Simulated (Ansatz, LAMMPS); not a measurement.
# Amorphous Si (127 atoms): geometry optimisation, part 2 of 2

How does amorphous Si (127 atoms) relax, and what do bonds, charges and levels look like afterwards?

Ansatz 0.2.0; Kohn-Sham DFT, r2SCAN, PAW (set soft_2), plane waves.

The cell: 127 Si. The quench rate of 10 K/ps is orders of magnitude faster than experiment. The network of bonds at the start is that of the classical potential that made the cell. Only the Γ point is sampled, in a cell whose shortest periodic width is 14 Å.

So far. Step 4 (Relaxation): The relaxation changed the energy by -55.7 meV/atom, and atoms moved by 0.22 Å r.m.s., 0.86 Å at most.

## 5. Distances and neighbours after relaxation

Bonds before and after, by the cutoffs listed below:

```csv
pair,bonds before,bonds after,mean before (Å),mean after (Å),spread before (Å),spread after (Å)
Si-Si,257,254,2.397,2.386,0.083,0.063
```

Density 2.26 g/cm³, 20.64 Å³ an atom.

Pair distribution function in bins of 0.1 Å:

```
r (Å)  total
 2.15   0.00
 2.25   0.75
 2.35   7.36
 2.45   2.91
 2.55   0.45
 2.65   0.11
 2.75   0.00
 2.85   0.03
 2.95   0.03
 3.05   0.00
 3.15   0.08
 3.25   0.20
 3.35   0.42
 3.45   0.71
 3.55   1.46
 3.65   1.71
 3.75   1.64
 3.85   2.13
 3.95   2.24
 4.05   1.51
 4.15   1.61
 4.25   1.09
 4.35   1.12
 4.45   0.76
 4.55   0.87
 4.65   0.89
 4.75   0.86
 4.85   0.78
 4.95   0.66
 5.05   0.72
 5.15   0.71
 5.25   0.76
 5.35   0.73
 5.45   0.96
 5.55   0.98
 5.65   1.13
 5.75   1.14
 5.85   1.08
 5.95   1.03
 6.05   1.16
 6.15   0.97
 6.25   0.93
 6.35   0.89
 6.45   0.96
```

Bonds by pair of elements; cutoffs follow the first minimum of g(r), held within bounds set by covalent radii, and pairs that aren't listed don't count as bonded:

| pair A-B | cutoff (Å) | bonds | mean length (Å) | spread (Å) | shortest (Å) | B about A | A about B |
| --- | --- | --- | --- | --- | --- | --- | --- |
| Si-Si | 2.83 | 254 | 2.39 | 0.063 | 2.27 | 4 | 4 |

How many atoms have how many bonded neighbours:

```
element  mean  3    4  5
     Si     4  1  125  1
```

Bond angles, per cent of each kind in bins of 5°:

| angle (°) | Si-Si-Si |
| --- | --- |
| 65–70 | 0.1 |
| 70–75 | 0.0 |
| 75–80 | 0.1 |
| 80–85 | 0.9 |
| 85–90 | 2.5 |
| 90–95 | 5.2 |
| 95–100 | 12.1 |
| 100–105 | 16.1 |
| 105–110 | 18.1 |
| 110–115 | 16.3 |
| 115–120 | 11.8 |
| 120–125 | 8.4 |
| 125–130 | 4.1 |
| 130–135 | 2.8 |
| 135–140 | 0.9 |
| 140–145 | 0.4 |
| 145–150 | 0.0 |
| 150–155 | 0.0 |
| 155–160 | 0.1 |
| 160–165 | 0.1 |

Bond angles (no mean is given where the spread exceeds 20°):

| angle | count | mean (°) | spread (°) |
| --- | --- | --- | --- |
| Si-Si-Si | 763 | 109 | 11.4 |

Bond length by coordination (bonds to H left out):

```
element  coordination  atoms  mean bond length (Å)
     Si             3      1                  2.31
     Si             4    125                  2.38
     Si             5      1                  2.51
```

Rings of the network by King's shortest-path rule, up to 12 atoms, one path for each pair of neighbours; H, halogens, alkali and alkaline-earth atoms are left out, and the last column divides by all other atoms, bonded or not:

```
ring size (atoms)  rings  per network atom
                4      3             0.024
                5     54             0.425
                6     99              0.78
                7     63             0.496
                8      3             0.024
```

The first maximum of g(r) stands at about 2.4 Å. With the cutoffs above, 98 % of Si atoms have 4 bonded neighbours. The Si-Si-Si angle averages 109° with a spread of 11°. Rings of 6 atoms are the most common (45 % of those counted); sizes run from 4 to 8.

## 6. Single point at the relaxed geometry

One more single point at the end of the walk gives the fuller output and checks the residual forces.

Contents of input.yaml:

```yaml
crystal:
  lattice:
    - [13.7871, 0.0, 0.0]
    - [0.0, 13.7871, 0.0]
    - [0.0, 0.0, 13.7871]
  atoms:
    - { symbol: Si, position: [0.32192, 0.03535, 0.4023] }
    - { symbol: Si, position: [0.13072, 0.41001, 0.74629] }
    - { symbol: Si, position: [0.6273, 0.65396, 0.70536] }
    - { symbol: Si, position: [0.39719, 0.36368, 0.12493] }
    - { symbol: Si, position: [0.51543, 0.5869, 0.59347] }
    - { symbol: Si, position: [0.97627, 0.66376, 0.71845] }
    - { symbol: Si, position: [0.53023, 0.84584, 0.34085] }
    - { symbol: Si, position: [0.90538, 0.84846, 0.23818] }
    - { symbol: Si, position: [0.38638, 0.01653, 0.93386] }
    - { symbol: Si, position: [0.63868, 0.74329, 0.25944] }
    - { symbol: Si, position: [0.40046, 0.97763, 0.68022] }
    - { symbol: Si, position: [0.73135, 0.75374, 0.61092] }
    - { symbol: Si, position: [0.81946, 0.3055, 0.17704] }
    - { symbol: Si, position: [0.98692, 0.46077, 0.99182] }
    - { symbol: Si, position: [0.58657, 0.95033, 0.46653] }
    - { symbol: Si, position: [0.49323, 0.19302, 0.5798] }
    - { symbol: Si, position: [0.08407, 0.30969, 0.61872] }
    - { symbol: Si, position: [0.9371, 0.67629, 0.20497] }
    - { symbol: Si, position: [0.86562, 0.84687, 0.40489] }
    - { symbol: Si, position: [0.13041, 0.07175, 0.79605] }
    - { symbol: Si, position: [0.44114, 0.45771, 0.84228] }
    - { symbol: Si, position: [0.74944, 0.2776, 0.93111] }
    - { symbol: Si, position: [0.27006, 0.4734, 0.09105] }
    - { symbol: Si, position: [0.35738, 0.85954, 0.1365] }
    - { symbol: Si, position: [0.29306, 0.48619, 0.92438] }
    - { symbol: Si, position: [0.8605, 0.14151, 0.22341] }
    - { symbol: Si, position: [0.89086, 0.20246, 0.72871] }
    - { symbol: Si, position: [0.6034, 0.52313, 0.45255] }
    - { symbol: Si, position: [0.86208, 0.08934, 0.48862] }
    - { symbol: Si, position: [0.02657, 0.04808, 0.53924] }
    - { symbol: Si, position: [0.13355, 0.80416, 0.50575] }
    - { symbol: Si, position: [0.21531, 0.88029, 0.23392] }
    [... 89 atom lines left out ...]
    - { symbol: Si, position: [0.35557, 0.60286, 0.36076] }
    - { symbol: Si, position: [0.87689, 0.36744, 0.70716] }
    - { symbol: Si, position: [0.85962, 0.58107, 0.8148] }
    - { symbol: Si, position: [0.04101, 0.12867, 0.93931] }
    - { symbol: Si, position: [0.48356, 0.48834, 0.33761] }
    - { symbol: Si, position: [0.23783, 0.52584, 0.65814] }
kpoints:
  mp_grid: { grid: [1, 1, 1] }
hamiltonian:
  xc: r2scan
scf:
  occupations: { method: gaussian, width: 0.025 }
output:
  forces: true
  stress: true
  populations: intrinsic
  dos:
    method: { smearing: { sigma: 0.08 } }
    de: 0.1
    projected: { site_lists: { Si: [Si] } }
  eigenvalues: true
  write_density: true
  write_potential: true
  volumetric_format: npy
  elf: true
```

The run is started by

```bash
$ ansatz run input.yaml --threads 4 --pin off --max-ram 8192MiB --backend cpu --events-out ev --progress --plain --runs-dir out
```

Numbers of over 12 decimals in the logs are rounded to 6 here.

What it wrote:

```text
[...]
Crystal: 127 atoms, lattice volume = 2620.709 Å³
Basis set: ecut = 500 eV, 66539 PW (Γ), exchange–correlation on 432×432×432 points (64 copies of the dense FFT grid, shifted against one another)
Bands: 381, of which v1, the nominal top of the filled ones, is band 254 counted from 1 (253 counted from 0)
Symmetry: 1 space group operations
[...]
k-points: 1
[...]
SCF iter   1: F=—  HF=-81131.064814 eV  |F-HF|=—  |Δ(HF+E_count)|=         —  Δρ=5.20e-3  dr2=1.83e0  dr2_τ=7.10e-1  ethr=1.77e-3  ⟨swp⟩=6.0  Hψ=1773  notcnv=0  defer=66
[...]
SCF iter  10: F=-81131.905510 eV  HF=-81131.905510 eV  |F-HF|=5.28e-9  |Δ(HF+E_count)|=   5.49e-9  Δρ=3.52e-7  dr2=1.19e-8  dr2_τ=6.85e-11  ethr=1.97e-11  ⟨swp⟩=18.0  Hψ=3506  notcnv=0
SCF 1 converged in 10 iterations: F = -81131.905510 eV  dr2 = 1.19e-8
[...]
SCF converged after 10 iterations
Free energy (F): -81131.905510 eV
[...]
Internal energy: -81131.905510 eV  (E = F + TS)
E sigma→0 (E₀):  -81131.905510 eV
Fermi energy:    6.119944 eV
[...]
--- Forces (eV/Å), atoms counted from 1 ---
  atom   1  Si    -0.01786028    -0.00405539     0.00307078
  atom   2  Si     0.00214015    -0.00679375     0.00433621
  atom   3  Si     0.00360772    -0.00307516     0.00270958
  atom   4  Si    -0.00403889     0.00670382    -0.00068394
  atom   5  Si    -0.00113286    -0.00469094     0.00057785
  atom   6  Si    -0.00145308     0.00082996     0.00245272
  atom   7  Si    -0.00286632     0.00994190     0.00749380
  atom   8  Si     0.00345078    -0.00000538    -0.00132876
  atom   9  Si     0.00880967    -0.01207844    -0.00364034
  atom  10  Si    -0.00186094    -0.00780967    -0.00396942
  atom  11  Si    -0.00718369     0.00181654    -0.00660586
  atom  12  Si    -0.00010779     0.00483201    -0.00041951
  atom  13  Si    -0.00396550    -0.00201852    -0.00123846
  atom  14  Si    -0.00309301    -0.00062084     0.00546197
[...]
atom 126  Si    -0.00641137     0.00088704     0.00510515
  atom 127  Si    -0.00532744     0.00026172     0.00081718
  max |Σ_I F_I| component: 2.00e-5 eV/Å
--- Stress (GPa, compression-positive) ---
       -2.594479       0.053887       1.975117
        0.053886      -0.652006      -1.476312
        1.975117      -1.476312      -1.448444
  P = ⅓ Tr σ = -1.5650 GPa (-15.650 kbar)
--- Band table (eV) ---
[...]
--- intrinsic populations: 127 sites ---
  site symbol       q [e]
     0     Si      4.0056
     1     Si      3.9746
     2     Si      3.9647
[...]
126     Si      4.0224
  spilling = -0.000000 (of n_electrons = 508.000000)
```

Wall time 1.8 min (4 threads of Arm Neoverse V2, shared host); peak memory 6.8 GiB.

Numbers from this run:

* free energy: -81131.9055 eV
* free energy per atom: -638.8339 eV/atom
* SCF cycles: 10
* pressure: -1.565 GPa
* r.m.s. force component: 0.00646 eV/Å
* longest force: 0.04143 eV/Å
* Fermi energy: 6.12 eV
* gap (highest filled to lowest empty level): 0.2806 eV

Intrinsic-atomic-orbital charges by element and coordination:

| element | coordination | atoms | mean charge (e) | spread | least | most |
| --- | --- | --- | --- | --- | --- | --- |
| Si | all | 127 | 0 | 0.0285 | -0.19 | 0.0933 |
| Si | 3 | 1 | -0.19 | 0 | -0.19 | -0.19 |
| Si | 4 | 125 | 0.002 | 0.0225 | -0.0575 | 0.0933 |
| Si | 5 | 1 | -0.0614 | 0 | -0.0614 | -0.0614 |

States in the cell by windows of 0.5 eV, zero at the Fermi level; the larger projections on atomic orbitals stand beside the total:

```csv
from (eV),to (eV),total,Si p,Si s
-10,-9.5,27.4,9.1,18.2
-9.5,-9,19.4,7.2,12.1
-9,-8.5,14.0,5.7,8.2
-8.5,-8,14.8,6.6,8.1
-8,-7.5,13.9,6.6,7.2
-7.5,-7,14.4,7.2,7.1
-7,-6.5,15.3,8.1,7.1
-6.5,-6,18.0,10.4,7.4
-6,-5.5,20.0,13.0,6.9
-5.5,-5,15.7,11.3,4.3
-5,-4.5,21.1,17.4,3.4
-4.5,-4,26.6,23.5,2.8
-4,-3.5,32.0,28.9,2.8
-3.5,-3,33.3,30.5,2.4
-3,-2.5,37.5,34.7,2.4
-2.5,-2,37.6,35.0,2.1
-2,-1.5,33.7,31.4,1.7
-1.5,-1,26.3,24.5,1.3
-1,-0.5,18.0,16.5,1.0
-0.5,0,3.4,2.8,0.4
0,0.5,3.9,2.9,0.8
0.5,1,15.3,9.7,4.2
1,1.5,25.9,16.1,6.8
1.5,2,35.6,22.2,8.3
2,2.5,37.5,24.0,7.5
2.5,3,38.9,24.7,6.9
```

The curve was stored every 0.100 eV, coarse against its broadening of 0.08 eV, so these counts are rough.

Between -13 and -10 eV lie 66 more states.

The levels nearest the highest filled one (over half full), pooled over k-points and spins:

```
level less the highest filled one (eV)  occupation
                                -0.557           2
                                -0.479           2
                                -0.473           2
                                -0.374           2
                                -0.352           2
                                     0           2
                                 0.281           0
                                 0.595           0
                                 0.751           0
                                 0.784           0
                                 0.906           0
                                 0.969           0
```

Electrostatic potential energy in the bc plane at fractional x = 0.140, with atoms of Si within 0.2 Å of it. With pseudopotentials it is smooth inside the atoms' cores, unlike the true potential.

Ten even steps from '0' (-46 eV) to '9' (10 eV), each cell a mean:
```
999999985225899999999999985236873001689
999999999889999999999999998889984002699
999999999999888999999999999999998777899
864468999999989999999999999999999877789
720016999999998657899999877899998631378
841147999999984001689986201589998742478
988789999999984102689986100478877888899
999999999998888777899998656788534789999
999999999986678999999999999998756899999
999999999987678999999999999999888999999
999999999988899999999999999998544799999
998766899999999999999998878985000389999
998523689999999999999987435887312589999
998755789999999999999987435899878999999
999988778999999999999999888999999999999
999997546887446899999999999999999999999
988898767874002789999988789999999999999
632479999986435888899998788889999888998
300068999999889998899999987445899888998
633479999999999999999999984102799999998
988999999999987567999999997546899999999
999999999889973004899999998888999999999
999999985225885336899999985336899999999
999999961001688889999999961002787657899
```
Columns run along b (13.8 Å; values clipped at the 3rd and 97th percentile), rows up along c (13.8 Å). Atoms in or near the plane, at fractional coordinates: Si at (0.41, 0.75), Si at (0.07, 0.80), Si at (0.80, 0.51), Si at (0.25, 0.01), Si at (0.05, 0.22), Si at (0.71, 0.01), Si at (0.87, 0.96), Si at (0.65, 0.74).

Valence density in the bc plane at fractional x = 0.140, with atoms of Si within 0.2 Å of it. It is the smooth field of the valence electrons, not physical close to the nuclei.

Ten even steps from '0' (0.02 e/Å³) to '9' (0.56 e/Å³), each cell a mean:
```
000012356556531110000001357657897314531
001122223445432100000001245543455335521
112332111123333210000001233211124787521
445564200012345432100012343210013687643
862244200001257764310013565321013564577
764465210001256424531124434543235775566
233454210001356435642245423776567986432
001122211123467765432234555667656652100
000011112356665322111111112234666421000
000111112489963100001100000113687420000
012332222467742100000111111135677521000
135665432233211000011245544567412531000
135765642111100000012478756778545641000
013578863111111100001357655544444321000
001358975433333210000124543211111110000
001246666777555421000123432100000000000
234555556788436753211123443210001111111
545675333345558864322234577542222233334
621464211112234443221123479865544333446
445664210000112343210001246435543222223
123443221111234565310000135776421000001
000112234444566456520000126886310000000
000001356557887556420000136676432111110
000002365115754332110001254226876545421
```
Columns run along b (13.8 Å), rows up along c (13.8 Å). Atoms in or near the plane, at fractional coordinates: Si at (0.41, 0.75), Si at (0.07, 0.80), Si at (0.80, 0.51), Si at (0.25, 0.01), Si at (0.05, 0.22), Si at (0.71, 0.01), Si at (0.87, 0.96), Si at (0.65, 0.74).

Intrinsic-atomic-orbital charges run from -0.19 to +0.09 e. Within 0.4 eV of the Fermi level the largest share is Si p (83 % of the projected weight).

A closer look about Si37, whose charge lies farthest from its element's mean: 11 atoms, nearest first, numbered in the order of the input, with positions taken from that point.

| atom | x | y | z | distance (Å) | bonds | intrinsic-atomic-orbital charge (e) |
| --- | --- | --- | --- | --- | --- | --- |
| Si37 | 0.00 | 0.00 | 0.00 | 0.00 | 3 | -0.19 |
| Si86 | 2.26 | 0.07 | 0.20 | 2.27 | 4 | 0.02 |
| Si118 | -1.31 | -1.25 | 1.44 | 2.31 | 4 | 0.00 |
| Si24 | -0.52 | 2.20 | 0.60 | 2.34 | 4 | -0.03 |
| Si82 | -1.16 | 2.42 | -1.64 | 3.14 | 4 | 0.05 |
| Si76 | -0.41 | 0.66 | -3.13 | 3.23 | 4 | 0.00 |
| Si93 | -3.10 | 0.23 | 1.23 | 3.35 | 4 | 0.02 |
| Si94 | 2.75 | -2.14 | -0.38 | 3.51 | 4 | -0.01 |
| Si23 | -1.72 | -3.12 | -0.02 | 3.57 | 4 | 0.03 |
| Si33 | 2.84 | 1.41 | -1.76 | 3.63 | 4 | -0.01 |
| Si58 | -2.28 | -0.81 | -2.82 | 3.72 | 4 | 0.03 |

The column of bonds counts only the pairs Si-Si within 2.83 Å; other neighbours, such as metal atoms beside each other in a compound, aren't counted, and periodic images can show an atom twice.

## 7. Results

```json
{
 "energy change in the relaxation": "-55.72 meV/atom",
 "r.m.s. displacement": "0.224 Å",
 "largest displacement": "0.86 Å",
 "free energy per atom": "-638.8339 eV/atom",
 "pressure": "-1.565 GPa",
 "r.m.s. force component": "0.00646 eV/Å",
 "gap (highest filled to lowest empty level)": "0.2806 eV",
 "wall time of the 3 DFT runs": "14 min"
}
```

Relaxation lowers the energy by 55.7 meV/atom and moves atoms by 0.22 Å r.m.s.; the r.m.s. force component goes from 0.54 to 0.0065 eV/Å, the pressure goes from -1.7 to -1.6 GPa. By the final cutoffs 4 of 257 bonded pairs parted and 1 joined. First to last step the energy falls by 7.077 eV; the largest move, 0.86 Å, is that of Si52. The Si-Si bonds go from 2.397 Å (spread 0.083) to 2.386 Å (spread 0.063), and their number from 257 to 254. With the cutoffs above, 98 % of Si atoms have 4 bonded neighbours. Between filled and empty levels lie 0.281 eV (at Γ alone); a semilocal functional tends to put such gaps too low. In a disordered cell it changes from sample to sample, and tail or defect levels can set it.

Caveats: The starting topology of bonds comes from the classical model; in DFT 4 of its 257 bonded pairs passed out of the cutoffs and 1 came within them. The pressure of -1.6 GPa says that the cell would shrink at this level of theory.

Calculation beside experiment:

| quantity | measured | this cell | difference | method of the measurement |
| --- | --- | --- | --- | --- |
| number of Si about Si | 3.9 | 4 | +2.6 % | X-ray diffraction |

The cell differs from the measured neighbour counts by up to 2.6 %. The network comes from the model that made the cell; in DFT 4 of its 257 bonded pairs passed out of the cutoffs and 1 came within them. Our coordination numbers hang on a cutoff, and experiments count neighbours in their own ways.

[Logs are printed without paths, hosts, clocks, repeated set-up lines and the standing remarks that a program may print on its own settings, such as how far it seeks lower states.]

[Hosts, paths, dates, database ids (printed as entryN), source tags and the programs' standing remarks are cut or masked in the printed files.]
